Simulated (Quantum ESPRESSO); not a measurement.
# LiH (Fm-3m): from Born charge to LO-TO splitting

How high does the longitudinal optical mode of LiH (Fm-3m) lie, given the transverse one, the Born charge and ε∞?

Main program and level: Quantum ESPRESSO 7.5; DFT LDA, scalar-relativistic, plane waves, PseudoDojo norm-conserving pseudopotentials.

The database entry behind the starting cell differs from later determinations by our own check (the deuteride, about 0.2 % short), so it need not match the best structure at ambient conditions.

### 1. The relaxed structure

It takes space group Fm-3m (No. 225, cubic). Conventional cell: a = 3.909 Å, b = 3.909 Å, c = 3.909 Å, α = 90.00°, β = 90.00°, γ = 90.00°. Nearest to Li lie 6 H at 1.95 Å. H has 6 Li at 1.95 Å nearest. Farther neighbours are not listed.

As a file:

```xyz
2
Lattice="-1.9546 0.0000 1.9546 0.0000 1.9546 1.9546 -1.9546 1.9546 0.0000" Properties=species:S:1:pos:R:3 pbc="T T T"
Li    0.0000    0.0000    0.0000
H    -1.9546    1.9546    1.9546
```

This is the cell after its relaxation at this level of theory, not the database cell from which that began.

### 2. What the response run gave

A linear-response run on the relaxed cell, with the response to an electric field; only its zone-centre results are used. Cutoff 74 Ry, k mesh 12×12×12.

Log:

```text
[banners, grids, parts of the stress and lines that vanish by symmetry left out]
Program PHONON v.7.5
     Reading xml data from directory:

[...]
Exchange-correlation= PW
                           (   1   4   0   0   0   0   0)
[...]
kinetic-energy cut-off    =      74.0000  Ry
     charge density cut-off    =     296.0000  Ry
     convergence threshold     =      1.0E-18
[...]
Exchange-correlation= PW
                           (   1   4   0   0   0   0   0)
[...]
q = (   0.0000000   0.0000000   0.0000000 )
     49 Sym.Ops. (with q -> -q+G )
     G cutoff =  204.5958  (   8657 G-vectors)     FFT grid: ( 30, 30, 30)
     number of k points=    72
[...]
Mode symmetry, O_h (m-3m)  point group:
[...]
Dielectric constant
[...]
End of electric fields calculation
          Dielectric constant in cartesian axis
          (       5.009671489       0.000000000      -0.000000000 )
          (      -0.000000000       5.009671489      -0.000000000 )
          (      -0.000000000       0.000000000       5.009671489 )
          Effective charges (d Force / dE) in cartesian axis without acoustic sum rule applied (asr)
           atom    1  Li    Mean Z*:        1.02671
      Ex  (        1.02671       -0.00000       -0.00000 )
      Ey  (       -0.00000        1.02671        0.00000 )
      Ez  (       -0.00000        0.00000        1.02671 )
           atom    2  H     Mean Z*:       -1.02746
      Ex  (       -1.02746        0.00000        0.00000 )
      Ey  (        0.00000       -1.02746       -0.00000 )
      Ez  (        0.00000       -0.00000       -1.02746 )
          Effective charges Sum: Mean:       -0.00075
[...]
Effective charges (d Force / dE) in cartesian axis with asr applied:
           atom    1  Li    Mean Z*:        1.02709
[...]
atom    2  H     Mean Z*:       -1.02709
[...]
Representation #   1 modes #   1   2   3
[...]
End of self-consistent calculation
     Convergence has been achieved
     Representation #   2 modes #   4   5   6
[...]
End of self-consistent calculation
     Convergence has been achieved
[...]
Dielectric constant in cartesian axis
          (       5.009671489       0.000000000      -0.000000000 )
          (      -0.000000000       5.009671489      -0.000000000 )
          (      -0.000000000       0.000000000       5.009671489 )
          Effective charges (d Force / dE) in cartesian axis without acoustic sum rule applied (asr)
           atom    1  Li    Mean Z*:        1.02671
      Ex  (        1.02671       -0.00000       -0.00000 )
      Ey  (       -0.00000        1.02671        0.00000 )
      Ez  (       -0.00000        0.00000        1.02671 )
           atom    2  H     Mean Z*:       -1.02746
      Ex  (       -1.02746        0.00000        0.00000 )
      Ey  (        0.00000       -1.02746       -0.00000 )
      Ez  (        0.00000       -0.00000       -1.02746 )
          Effective charges Sum: Mean:       -0.00075
[...]
Effective charges (d Force / dE) in cartesian axis with asr applied:
           atom    1  Li    Mean Z*:        1.02709
[...]
atom    2  H     Mean Z*:       -1.02709
[...]
q = (    0.000000000   0.000000000   0.000000000 )
[...]
freq (    1) =       0.032737 [THz] =       1.091984 [cm-1]
     freq (    2) =       0.032737 [THz] =       1.091984 [cm-1]
     freq (    3) =       0.032737 [THz] =       1.091984 [cm-1]
     freq (    4) =      19.411655 [THz] =     647.503105 [cm-1]
     freq (    5) =      19.411655 [THz] =     647.503105 [cm-1]
     freq (    6) =      19.411655 [THz] =     647.503105 [cm-1]
[...]
Mode symmetry, O_h (m-3m)  point group:
     freq (   1-   3) =          1.1  [cm-1]   --> T_1u G_15  G_4- I
     freq (   4-   6) =        647.5  [cm-1]   --> T_1u G_15  G_4- I

   JOB DONE.
```

```
                       quantity   value
             cell volume Ω (Å³)  14.936
                 mass of Li (u)   6.940
                  mass of H (u)   1.008
     Born charge of Li, raw (e)   1.027
      Born charge of H, raw (e)  -1.028
                             ε∞   5.010
ω(TO) after the sum rule (cm⁻¹)   647.5
```

### 3. The calculation

The charges must sum to zero over the cell; taking off their mean, 0.000 e, leaves Z* = 1.027 e on Li. In the polar mode Li moves against H, so the reduced mass is μ = 6.94 × 1.01 / 7.95 = 0.880 u.

A longitudinal wave builds up a field that adds to the restoring force: ω(LO)² = ω(TO)² + 4π Z*² / (μ Ω ε∞), in Hartree atomic units. With μ = 1604 electron masses and Ω = 100.79 bohr³ the second term is 1.6363e-05 Ha², or 788203 cm⁻² (1 Ha = 219474.6 cm⁻¹).

So ω(LO) = √(419269 + 788203) = 1098.9 cm⁻¹, and by the Lyddane-Sachs-Teller relation ε₀ = ε∞ (ω(LO)/ω(TO))² = 14.43.

### 4. Check against the program

The analysis program adds the same non-analytic term to the full matrix, here for q along (1 0 0).

Log:

```text
[banner, memory and clock lines left out]
Program DYNMAT v.7.5

     Reading Dynamical Matrix from file g.dyn
     ...Force constants read
     ...epsilon and Z* read

     Polarizability (A^3 units)
     multiply by 0.427980 for Clausius-Mossotti correction
         4.765786   -0.000000   -0.000000
         0.000000    4.765786    0.000000
        -0.000000   -0.000000    4.765786

     IR activities are in (D/A)^2/amu units

# mode   [cm-1]    [THz]      IR
    1     -0.00   -0.0000    0.0000
    2      0.00    0.0000    0.0000
    3      0.00    0.0000    0.0000
    4    647.51   19.4118   27.6516
    5    647.51   19.4118   27.6516
    6   1098.84   32.9425   27.6516
```

ε₀ comes from the program's run without a direction of q.

```
    quantity  by hand  program
ω(LO) (cm⁻¹)   1098.9   1098.8
          ε₀    14.43    14.43
```

### 5. Outcome

- TO mode: 647.5 cm⁻¹
- LO mode: 1099 cm⁻¹
- static dielectric constant: 14.43

What this shows: The LO mode of LiH (Fm-3m) lies at 1099 cm⁻¹, 451 cm⁻¹ above the TO mode; the formula meets the program within 0.1 cm⁻¹, as it must for a cubic crystal with one polar mode. ω(LO)² − ω(TO)² goes with Z*²/ε∞: an error of 5 % in ε∞ would move the LO mode by 17.2 cm⁻¹, and semilocal functionals tend to overestimate ε∞. These are harmonic values at zero temperature, at the volume of this functional, for the structure held cubic; stability elsewhere in the zone is no part of this calculation.

[Host names and launcher messages were left out of these logs when they were recorded.]

[Logs are printed without paths, hosts, clocks, repeated set-up lines and the standing remarks that a program may print on its own settings, such as how far it seeks lower states.]

[Hosts, paths, dates, database ids (printed as entryN), source tags and the programs' standing remarks are cut or masked in the printed files.]
